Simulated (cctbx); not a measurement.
# X-rays or neutrons for the lightest atoms?

Cell a = 7.2610 Å, b = 7.2610 Å, c = 17.8930 Å, α = 90.00°, β = 90.00°, γ = 120.00°; space group R-3m (no. 166); content Co9 Mn3 S24 Li12. The heavier atoms are placed; Li is still missing.

The data are simulated with cctbx, not measured: Mo Kα, λ = 0.71073 Å, to d = 0.75 Å, 70 % of the full sphere, strongest reflection 40000 counts, noise from counting, a 1.5 % proportional error and a noise floor of 15 counts (s.d.); no absorption.

Refinement without Li (map in e/Å³):

```text
Rint 0.026, 284 unique reflections to 0.75 A
cycle     R1     wR2    GooF  max shift (A)
   1  0.0644  0.1012   4.291   0.02617
   2  0.0509  0.0847   3.592   0.00005
final R1 0.0509 wR2 0.0847 GooF 3.592  parameters 7  data/parameter 40.6
atom        x        y        z      Ueq    occ   su(xyz)  su(Uiso or U11)
Co1    0.00000  0.50000  0.00000   0.0196  1.000  0.00000  0.0004
Mn1    0.00000  0.00000  0.00000   0.0233  1.000  0.00000  0.0010
S1     0.33333  0.66667  0.92673   0.0184  1.000  0.00029  0.0011
S2     0.32138  0.16069  0.92241   0.0167  1.000  0.00035  0.0005
difference map: max 3.04 min -0.99 rms 0.30
Q1    0.0000  0.5000  0.5000    9    3.12  2.60 A from S2
Q2    0.0000  0.0000  0.5000    3    2.85  2.69 A from S2
Q3    0.0000  0.0000  0.0000    3    1.62  0.00 A from Mn1
Q4    0.0000  0.5000  0.0000    9    1.51  0.00 A from Co1
Q5    0.0914  0.5457  0.7226   18    1.02  0.63 A from S2
Q6    0.0000  0.0000  0.2677    6    0.96  0.14 A from S1
Q7    0.0167  0.5083  0.7659   18    0.88  0.39 A from S2
Q8    0.0282  0.5141  0.0498   18    0.80  0.91 A from Co1
```

Simulated single-crystal data (cctbx): neutrons of λ = 0.95 Å, to d = 0.8 Å, 70 % of the full sphere, strongest reflection 5000 counts, noise from counting, a 1.5 % proportional error and a noise floor of 15 counts (s.d.); no absorption.

Refinement without Li (map in fm/Å³; only maxima are listed):

```text
Rint 0.044, 234 unique reflections to 0.80 A
cycle     R1     wR2    GooF  max shift (A)
   1  0.2277  0.4893  18.325   0.01751
   3  0.1994  0.4757  17.814   0.00042
final R1 0.1995 wR2 0.4757 GooF 17.814  parameters 7  data/parameter 33.4
atom        x        y        z      Ueq    occ   su(xyz)  su(Uiso or U11)
Co1    0.00000  0.50000  0.00000   0.0237  1.000  0.00000  0.0038
Mn1    0.00000  0.00000  0.00000   0.0110  1.000  0.00000  0.0035
S1     0.33333  0.66667  0.92724   0.0216  1.000  0.00094  0.0036
S2     0.32001  0.16001  0.92219   0.0211  1.000  0.00169  0.0026
difference map: max 2.04 min -7.90 rms 0.40
Q1    0.0000  0.0000  0.2660    6    2.04  0.10 A from S1
Q2    0.9937  0.4969  0.2681   18    2.01  0.23 A from S2
Q3    0.0000  0.0000  0.1012    6    1.25  1.81 A from Mn1
Q4    0.9984  0.4992  0.1008   18    1.12  1.80 A from Co1
Q5    0.0000  0.5000  0.0000    9    1.12  0.00 A from Co1
Q6    0.0000  0.0000  0.3111    6    0.96  0.90 A from S1
Q7    0.0000  0.0000  0.0000    3    0.76  0.00 A from Mn1
Q8    0.0375  0.0749  0.5358   18    0.72  1.95 A from S2
```

**Question.** Where is Li, and which data fix it better?

Li sits at (2/3, 1/3, 5/6) and (2/3, 5/6, 5/6). Adding it takes R1 from 0.051 to 0.018 with X-rays and from 0.200 to 0.015 with neutrons. Symmetry fixes its coordinates; the s.u. of its U is 0.0043 Å² with X-rays and 0.0004 Å² with neutrons. In the X-ray map Q1 and Q2 mark it. No listed neutron peak is on it. Natural Li has a negative scattering length, so it shows as a hole in the neutron map (minimum -7.9), not among the maxima.

Final neutron refinement:

```text
Rint 0.044, 234 unique reflections to 0.80 A
cycle     R1     wR2    GooF  max shift (A)
   1  0.0721  0.1799   6.766   0.00929
   2  0.0146  0.0244   0.919   0.00000
final R1 0.0146 wR2 0.0244 GooF 0.919  parameters 9  data/parameter 26.0
atom        x        y        z      Ueq    occ   su(xyz)  su(Uiso or U11)
Co1    0.00000  0.50000  0.00000   0.0186  1.000  0.00000  0.0002
Mn1    0.00000  0.00000  0.00000   0.0216  1.000  0.00000  0.0002
S1     0.33333  0.66667  0.92710   0.0213  1.000  0.00004  0.0002
S2     0.32058  0.16029  0.92275   0.0214  1.000  0.00009  0.0001
Li1    0.66667  0.33333  0.83333   0.0340  1.000  0.00000  0.0004
Li2    0.66667  0.83333  0.83333   0.0373  1.000  0.00000  0.0003
difference map: max 0.08 min -0.09 rms 0.02
Q1    0.0965  0.1930  0.6877   18    0.08  1.53 A from S1
Q2    0.0760  0.5380  0.4903   18    0.08  0.51 A from Li2
Q3    0.0364  0.2996  0.5255   36    0.08  1.44 A from S2
Q4    0.0954  0.5477  0.0236   18    0.08  0.73 A from Co1
Q5    0.0982  0.1963  0.9149   18    0.07  1.69 A from Li2
Q6    0.0000  0.0000  0.0967    6    0.07  1.73 A from Mn1
```

The model is made up (kin elements in a known structure type, no relaxation), so it says nothing on whether the phase exists.

[Middle refinement cycles are left out of these outputs.]

[Logs are printed without paths, hosts, clocks, repeated set-up lines and the standing remarks that a program may print on its own settings, such as how far it seeks lower states.]
